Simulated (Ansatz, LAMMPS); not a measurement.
# Aqueous Li+ and Br-, 1.7 mol of salt per kg of water, from a frame at 280 K (202 atoms): geometry optimisation, part 3 of 3

Wanted: the relaxed structure of aqueous Li+ and Br-, 1.7 mol of salt per kg of water, from a frame at 280 K (202 atoms) and its electronic structure.

Ansatz 0.2.0; Kohn-Sham DFT, PBE+D4, PAW (set soft_2), plane waves.

The cell: 66 O, 132 H, 2 Li and 2 Br. The network of contacts between molecules at the start is that of the classical potential that made the cell. The density was typed from a rule of thumb and may lie off the real one at this temperature. Sampling is at Γ alone, for a cell whose shortest periodic width is 13 Å.

So far. Step 4 (Relaxation): The relaxation changed the energy by -54.8 meV/atom, and atoms moved by 0.83 Å r.m.s., 2.4 Å at most.

## 6. Single point at the relaxed geometry

The electronic structure is read at the final geometry, in a run of its own.

File input.yaml:

```yaml
crystal:
  lattice:
    - [12.72565, 0.0, 0.0]
    - [0.0, 12.72565, 0.0]
    - [0.0, 0.0, 12.72565]
  atoms:
    - { symbol: O, position: [0.04365, 0.79722, 0.56314] }
    - { symbol: H, position: [0.01594, 0.8703, 0.56511] }
    - { symbol: H, position: [0.08651, 0.79491, 0.62803] }
    - { symbol: O, position: [0.35139, 0.08804, 0.92154] }
    - { symbol: H, position: [0.38143, 0.15918, 0.9051] }
    - { symbol: H, position: [0.3166, 0.09141, 0.99157] }
    - { symbol: O, position: [0.97198, 0.99874, 0.58027] }
    - { symbol: H, position: [0.02602, 0.05369, 0.58339] }
    - { symbol: H, position: [0.92959, 0.00421, 0.64732] }
    - { symbol: O, position: [0.54242, 0.52652, 0.60287] }
    - { symbol: H, position: [0.50978, 0.57021, 0.5468] }
    - { symbol: H, position: [0.4869, 0.47991, 0.62627] }
    - { symbol: O, position: [0.07177, 0.35447, 0.07903] }
    - { symbol: H, position: [0.0707, 0.2794, 0.05884] }
    - { symbol: H, position: [0.08626, 0.39173, 0.01182] }
    - { symbol: O, position: [0.51462, 0.15272, 0.68232] }
    - { symbol: H, position: [0.47802, 0.08538, 0.66524] }
    - { symbol: H, position: [0.51631, 0.1925, 0.61564] }
    - { symbol: O, position: [0.2278, 0.53876, 0.55481] }
    - { symbol: H, position: [0.27779, 0.47967, 0.56479] }
    - { symbol: H, position: [0.25967, 0.59949, 0.59227] }
    - { symbol: O, position: [0.80764, 0.46956, 0.85865] }
    - { symbol: H, position: [0.81417, 0.47122, 0.78103] }
    - { symbol: H, position: [0.82013, 0.39537, 0.87957] }
    - { symbol: O, position: [0.47174, 0.62208, 0.4258] }
    - { symbol: H, position: [0.48841, 0.69571, 0.40477] }
    - { symbol: H, position: [0.40251, 0.60848, 0.39291] }
    - { symbol: O, position: [0.4444, 0.26187, 0.85444] }
    - { symbol: H, position: [0.39527, 0.32142, 0.84181] }
    - { symbol: H, position: [0.46409, 0.23084, 0.78562] }
    - { symbol: O, position: [0.64691, 0.6142, 0.02602] }
    - { symbol: H, position: [0.70093, 0.60847, 0.08314] }
    [... 164 atom lines left out ...]
    - { symbol: H, position: [0.97199, 0.34961, 0.17629] }
    - { symbol: H, position: [0.95199, 0.39196, 0.29097] }
    - { symbol: Li, position: [0.66425, 0.50545, 0.91328] }
    - { symbol: Li, position: [0.79375, 0.27911, 0.23861] }
    - { symbol: Br, position: [0.09541, 0.79294, 0.99253] }
    - { symbol: Br, position: [0.15576, 0.19058, 0.58134] }
kpoints:
  mp_grid: { grid: [1, 1, 1] }
hamiltonian:
  xc: pbe
  dispersion: d4
scf:
  occupations: { method: fixed }
output:
  forces: true
  stress: true
  populations: intrinsic
  dos:
    method: { smearing: { sigma: 0.1 } }
    de: 0.1
    projected: { site_lists: { Br: [Br], H: [H], Li: [Li], O: [O] } }
  eigenvalues: true
  write_density: true
  write_potential: true
  volumetric_format: npy
```

On the command line:

```
$ ansatz run input.yaml --threads 4 --pin off --max-ram 8192MiB --backend cpu --events-out ev --progress --plain --runs-dir out
```

Numbers of over 12 decimals in the logs are rounded to 6 here.

What it wrote:

```text
[...]
Crystal: 202 atoms, lattice volume = 2060.819 Å³
Basis set: ecut = 420 eV, 40339 PW (Γ), exchange–correlation on 180×180×180 points (8 copies of the dense FFT grid, shifted against one another)
Bands: 476, of which v1, the nominal top of the filled ones, is band 274 counted from 1 (273 counted from 0)
Symmetry: 1 space group operations
[...]
k-points: 1
[...]
SCF iter   1: F=—  HF=-45573.303814 eV  |F-HF|=—  |Δ(HF+E_count)|=         —  Δρ=2.75e-3  dr2=2.45e-1  ethr=1.77e-3  ⟨swp⟩=5.0  Hψ=1703  notcnv=0  defer=199
[...]
SCF iter   9: F=-45573.090905 eV  HF=-45573.090905 eV  |F-HF|=4.51e-10  |Δ(HF+E_count)|=   5.24e-8  Δρ=9.94e-7  dr2=1.79e-8  ethr=1.82e-11  ⟨swp⟩=21.0  Hψ=5016  notcnv=0
SCF 1 converged in 9 iterations: F = -45573.090905 eV  dr2 = 1.79e-8
[...]
WARN: The input density's exchange-correlation potential varies sharply where the density is thin. Do not read a vacuum level from v_tot or v_xc, or from such a field of the output density. On a cell that repeats whose density bears no net charge and no dipole along the vacuum's axis use v_es (v_loc + v_h of the components); [...]
SCF converged after 9 iterations
Free energy (F): -45573.090905 eV
[...]
Internal energy: -45573.090905 eV  (E = F + TS)
E sigma→0 (E₀):  -45573.090905 eV
Fermi energy:    -2.238362 eV
[...]
--- Forces (eV/Å), atoms counted from 1 ---
  atom   1  O     -0.00698508    -0.00981810    -0.01021265
  atom   2  H      0.00720437    -0.00140414     0.00358389
  atom   3  H     -0.00099452     0.00749430     0.00328377
  atom   4  O      0.00509703     0.01476644    -0.00778669
  atom   5  H     -0.00369295    -0.01450496     0.00230927
  atom   6  H     -0.00408883    -0.00512666     0.00391563
  atom   7  O      0.00966465     0.01524970     0.01319524
  atom   8  H     -0.00786471    -0.01322293    -0.00562127
  atom   9  H     -0.00025887    -0.00483290    -0.01001337
  atom  10  O      0.00181682     0.00918702     0.00251853
  atom  11  H     -0.00506500    -0.00448384    -0.00167645
  atom  12  H      0.00337802     0.00497407    -0.00427273
  atom  13  O     -0.00221587    -0.01283222     0.01307295
  atom  14  H     -0.00239322     0.00559019    -0.00232671
[...]
atom 201  Br    -0.00521623    -0.00681804    -0.00930147
  atom 202  Br    -0.00154654     0.00333158     0.00135895
  max |Σ_I F_I| component: 6.60e-5 eV/Å
--- Stress (GPa, compression-positive) ---
       -0.174315      -0.105300       0.164961
       -0.105300      -0.200996      -0.075837
        0.164962      -0.075836      -0.367090
  P = ⅓ Tr σ = -0.2475 GPa (-2.475 kbar)
--- Band table (eV) ---
[...]
--- intrinsic populations: 202 sites ---
  site symbol       q [e]
     0      O      6.7572
     1      H      0.6257
     2      H      0.6202
[...]
201     Br      7.5549
  spilling = 0.000000 (of n_electrons = 548.000000)
```

Wall time 34 s (4 threads of Intel Xeon Platinum 8259CL at 2.50GHz (Skylake/Cascade Lake), shared host); peak memory 3 GiB.

The program notes that the exchange-correlation potential is rough where the density is thin.

The run gave:

- free energy: -45573.0909 eV
- free energy per atom: -225.6094 eV/atom
- SCF cycles: 9
- pressure: -0.2475 GPa
- r.m.s. force component: 0.00843 eV/Å
- longest force: 0.07069 eV/Å
- Fermi energy: -2.238 eV
- gap (highest filled to lowest empty level): 4.524 eV

Intrinsic-atomic-orbital charges by element and coordination:

```tsv
element	coordination	atoms	mean charge (e)	spread	least	most
Br	all	2	-0.554	3.0e-4	-0.555	-0.554
H	all	132	0.377	0.0071	0.356	0.406
Li	all	2	0.780	0.0033	0.777	0.784
O	all	66	-0.761	0.0256	-0.856	-0.729
O	2	58	-0.754	0.013	-0.781	-0.729
O	3	8	-0.819	0.0219	-0.856	-0.794
```

States in the cell by windows of 1 eV, zero at the Fermi level; the larger projections on atomic orbitals stand beside the total:

```tsv
from (eV)	to (eV)	total	O p	H s
-10	-8	0.0	0.0	0.0
-8	-7	31.4	21.7	9.1
-7	-6	90.0	62.8	25.8
-6	-5	11.2	7.9	3.1
-5	-4	29.8	22.6	3.5
-4	-3	51.7	41.5	4.2
-3	-2	46.7	40.2	1.9
-2	-1	79.5	77.5	0.5
-1	0	66.9	55.9	0.4
0	1	0.8	0.2	0.0
1	4	0.0	0.0	0.0
4	5	2.0	0.1	1.2
```

With fixed occupations the program's Fermi level is the highest filled level; weight inside the gap is the broadening of levels at its edges.

Between -26 and -10 eV lie 136 more states.

The levels nearest the highest filled one (over half full), pooled over k-points and spins:

```tsv
level less the highest filled one (eV)	occupation
-0.236	2
-0.194	2
-0.172	2
-0.147	2
-0.0516	2
0	2
4.52	0
5.66	0
5.82	0
5.90	0
6.01	0
6.03	0
```

Electrostatic potential energy in the bc plane at fractional x = 0.085, with atoms of H and O and Br within 0.2 Å of it. With pseudopotentials it is smooth inside the atoms' cores, unlike the true potential.

Ten even steps from '0' (-35 eV) to '9' (5 eV), each cell a mean:
```
9999622699999888999999999995000179999
9999998889999987578999999998645799999
9999998238898642021499999999999999999
9999998655798105464699999999999999999
9999999854799889999999999999988999999
9999998626999999999999999999999999999
9999999868999999999999999999999999999
9999999999999999999999999999877999999
9999988788999888889999999999701899999
9998986568987134113899999999722789999
9999987678998455246899999999733799999
9999999999999999999999999999988999999
9999999999999999999999999999988999999
9999986689999999999999999999988999999
9999981078999999999999999999999999999
9999950049999999899999999999999999999
9999930029999998779999999999999999999
9999985589999999889999999999999999999
9999999999999999999999999999999999999
9999999999999999999999999999999999999
9999999999997569999999999999999999999
9999999998550006999999999999999999999
9999644797222104999999999997422589999
9998200399888700899999999994000069999
```
Columns run along b (12.7 Å; values clipped at the 3rd and 97th percentile), rows up along c (12.7 Å). Atoms in or near the plane, at fractional coordinates: H at (0.79, 0.63), O at (0.35, 0.08), H at (0.28, 0.06), H at (0.39, 0.01), O at (0.18, 0.31), H at (0.18, 0.38), O at (0.15, 0.00), H at (0.37, 0.85), H at (0.49, 0.87), H at (0.36, 0.58), Br at (0.79, 0.99).

Valence density in the bc plane at fractional x = 0.085, with atoms of H and O and Br within 0.2 Å of it. It is the smooth field of the valence electrons, not physical close to the nuclei.

Ten steps, logarithmic in the rise over the least value, from '0' (0.0 e/Å³) to '9' (6.0 e/Å³), each cell a mean:
```
0113688631111233321000001235656653100
0012344432111246654211111124555532100
0000013554322468886422211112233211000
0000012566543566765422211001122110000
0000012467542233322111110000122210000
0000012465321101110000000000123321000
0000011232110000000000000000123321000
0001122222110011111000000001233211000
0111234443211234443200000002466320101
1222345554323567776310000013577531101
1112244544222456775310000113577532101
0001123332111123432100000012355321000
0000112211100011121100000001233210000
0000123321000001122210000001233210000
0000246642000001233321000001122210000
0001368974210011233321000001111100000
0002479974210012332210000000000000000
0001357653211112332100000000000000000
0001122221111112211000000000000111100
0000000000012222210000000000000111100
0000011001236764210000000001111111000
0001232212468996310000000012333321100
0013677533567986310000000134566542100
0024799743334566310000000235655653110
```
Columns run along b (12.7 Å), rows up along c (12.7 Å). Atoms in or near the plane, at fractional coordinates: H at (0.79, 0.63), O at (0.35, 0.08), H at (0.28, 0.06), H at (0.39, 0.01), O at (0.18, 0.31), H at (0.18, 0.38), O at (0.15, 0.00), H at (0.37, 0.85), H at (0.49, 0.87), H at (0.36, 0.58), Br at (0.79, 0.99).

Mean intrinsic-atomic-orbital charges: Br -0.55, H +0.38, Li +0.78, O -0.76 e. The largest share in the top eV of filled states is O p (84 % of the projected weight), and in the lowest eV of empty states H s (67 % of the projected weight).

The surroundings of Li199, one of the 2 Li atoms, nearest first, numbered as they follow in the input and with coordinates relative to it.

```tsv
atom	x	y	z	distance (Å)	bonds	intrinsic-atomic-orbital charge (e)
Li199	0.00	0.00	0.00	0.00	4	0.78
O190	-0.77	1.02	-1.42	1.91	3	-0.86
O94	-0.83	-1.67	0.63	1.97	3	-0.85
O22	1.82	-0.46	-0.70	2.01	3	-0.79
O31	-0.22	1.38	1.43	2.01	3	-0.81
H191	-1.68	1.32	-1.17	2.44	1	0.37
H24	1.98	-1.40	-0.43	2.47	1	0.37
H33	-0.13	2.28	1.02	2.50	1	0.38
H32	0.47	1.31	2.16	2.57	1	0.37
H23	1.91	-0.44	-1.68	2.58	1	0.38
H95	-1.43	-2.20	0.05	2.62	1	0.38
H96	-1.28	-1.73	1.50	2.63	1	0.38
H192	-0.87	0.83	-2.38	2.67	1	0.38
```

The column of bonds counts only the pairs H-O within 1.21 Å, O-Li within 2.43 Å; other neighbours, such as metal atoms beside each other in a compound, aren't counted, and periodic images can show an atom twice.

## 7. With scf.eigensolver.kind = "davidson"

Changed here: scf.eigensolver.kind = "davidson".

Changes to input.yaml since step 6:

```diff
@@ -6,3 +6,3 @@
   atoms:
-    [... the 202 atom lines of step 6 ...]
+    [... the 202 atom lines of step 3 ...]
 kpoints:
@@ -14,2 +14,3 @@
   occupations: { method: fixed }
+  eigensolver: { kind: davidson }
 output:
@@ -23,4 +24 @@
   eigenvalues: true
-  write_density: true
-  write_potential: true
-  volumetric_format: npy
```

What it wrote:

```text
[...]
davidson cushion auto → on  (no smearing: the cushion is to keep the highest requested band from converging to the state above it; pin scf.eigensolver.cushion to override)
Crystal: 202 atoms, lattice volume = 2060.819 Å³
Basis set: ecut = 420 eV, 40339 PW (Γ), exchange–correlation on 180×180×180 points (8 copies of the dense FFT grid, shifted against one another)
Bands: 476, of which v1, the nominal top of the filled ones, is band 274 counted from 1 (273 counted from 0)
Symmetry: 1 space group operations
[...]
k-points: 1
[...]
SCF iter   1: F=—  HF=-45562.159038 eV  |F-HF|=—  |Δ(HF+E_count)|=         —  Δρ=2.85e-3  dr2=2.26e-1  ethr=1.77e-3  ⟨swp⟩=9.0  Hψ=2673  notcnv=0
[...]
SCF iter   8: F=—  HF=-45562.017530 eV  |F-HF|=—  |Δ(HF+E_count)|=   7.84e-7  Δρ=5.00e-6  dr2=3.91e-7  ethr=3.01e-10  ⟨swp⟩=4.0  Hψ=1418  notcnv=0
SCF iter   9: F=-45562.017530 eV  HF=-45562.017530 eV  |F-HF|=8.91e-9  |Δ(HF+E_count)|=   2.57e-8  Δρ=1.23e-6  dr2=2.32e-8  ethr=7.14e-11  ⟨swp⟩=3.0  Hψ=1291  notcnv=0
SCF 1 converged in 9 iterations: F = -45562.017530 eV  dr2 = 2.32e-8
  Residual-converged pass: ⟨swp⟩=2.0  Hψ=848  notcnv=0  max |occ|·‖R‖ = 6.5e-6 eV (tolerance 6.7e-6 eV)  dr2=2.34e-8  dr2_onsite=1.06e-9  max |Δocc| = 0.0e0
[...]
SCF converged after 9 iterations
Free energy (F): -45562.017530 eV
[...]
Internal energy: -45562.017530 eV  (E = F + TS)
E sigma→0 (E₀):  -45562.017530 eV
Fermi energy:    -1.671029 eV
[...]
Σ components = -45562.017530   (vs F -45562.017530, Δ=0.00e0)
--- Forces (eV/Å), atoms counted from 1 ---
  atom   1  O      0.44210873     0.17800109    -0.34141815
  atom   2  H      0.15810784    -0.53508329     1.16256587
  atom   3  H     -0.38363323     0.64800807    -0.33509713
  atom   4  O     -0.10505760     0.33506528     0.15502156
[...]
atom 202  Br    -0.08817987     0.34307440    -0.06185607
  max |Σ_I F_I| component: 9.01e-5 eV/Å
--- Stress (GPa, compression-positive) ---
       -1.898619      -0.362264       0.146857
       -0.362264      -2.058045      -0.154681
        0.146857      -0.154682      -2.767166
  P = ⅓ Tr σ = -2.2413 GPa (-22.413 kbar)
--- Band table (eV) ---
[...]
--- intrinsic populations: 202 sites ---
  site symbol       q [e]
     0      O      6.7160
     1      H      0.6087
     2      H      0.6122
[...]
201     Br      7.4965
  spilling = -0.000000 (of n_electrons = 548.000000)
```

Elapsed: 52 s, on 4 threads; peak memory 3.2 GiB; 3.2 min of CPU time.

Geometry and reference: those of the single point at the start.

Forces differ from those of the single point at the start by 0.005 meV/Å r.m.s., 0.001 % of their size. It took 1.5 times the reference's time (shared host, so rough).

## 8. What came out

| Quantity | Value |
| --- | --- |
| energy change in the relaxation | -54.82 meV/atom |
| r.m.s. displacement | 0.833 Å |
| largest displacement | 2.409 Å |
| free energy per atom | -225.6094 eV/atom |
| pressure | -0.2475 GPa |
| r.m.s. force component | 0.00843 eV/Å |
| gap (highest filled to lowest empty level) | 4.524 eV |
| wall time of the 4 DFT runs | 14 min |

What this shows: Relaxation lowers the energy by 54.8 meV/atom and moves atoms by 0.83 Å r.m.s.; the r.m.s. force component goes from 0.51 to 0.0084 eV/Å, the pressure goes from -2.2 to -0.25 GPa, and the gap from 3.62 to 4.52 eV. By the final cutoffs no bond was broken or made. First to last step the energy falls by 11.073 eV; the largest move, 2.41 Å, is that of H104. The O-Li bonds change most in mean length: from 1.949 Å (spread 0.046) to 1.974 Å (spread 0.045). Counting bonds as in the table, all H atoms have 1, all Li atoms have 4 and 88 % of O atoms have 2 bonded neighbours. The 66 water molecules hold 3.55 hydrogen bonds each to other water on average, with a mean O–O distance of 2.75 Å. The highest filled and lowest empty levels differ by 4.52 eV (at Γ alone); a semilocal functional tends to put such gaps too low. In a disordered cell it changes from sample to sample and from frame to frame.

Caveats: The network of contacts between molecules at the start is that of the classical potential that made the cell; in DFT atoms moved by 0.83 Å r.m.s.

[Logs are printed without paths, hosts, clocks, repeated set-up lines and the standing remarks that a program may print on its own settings, such as how far it seeks lower states.]

[Hosts, paths, dates, database ids (printed as entryN), source tags and the programs' standing remarks are cut or masked in the printed files.]
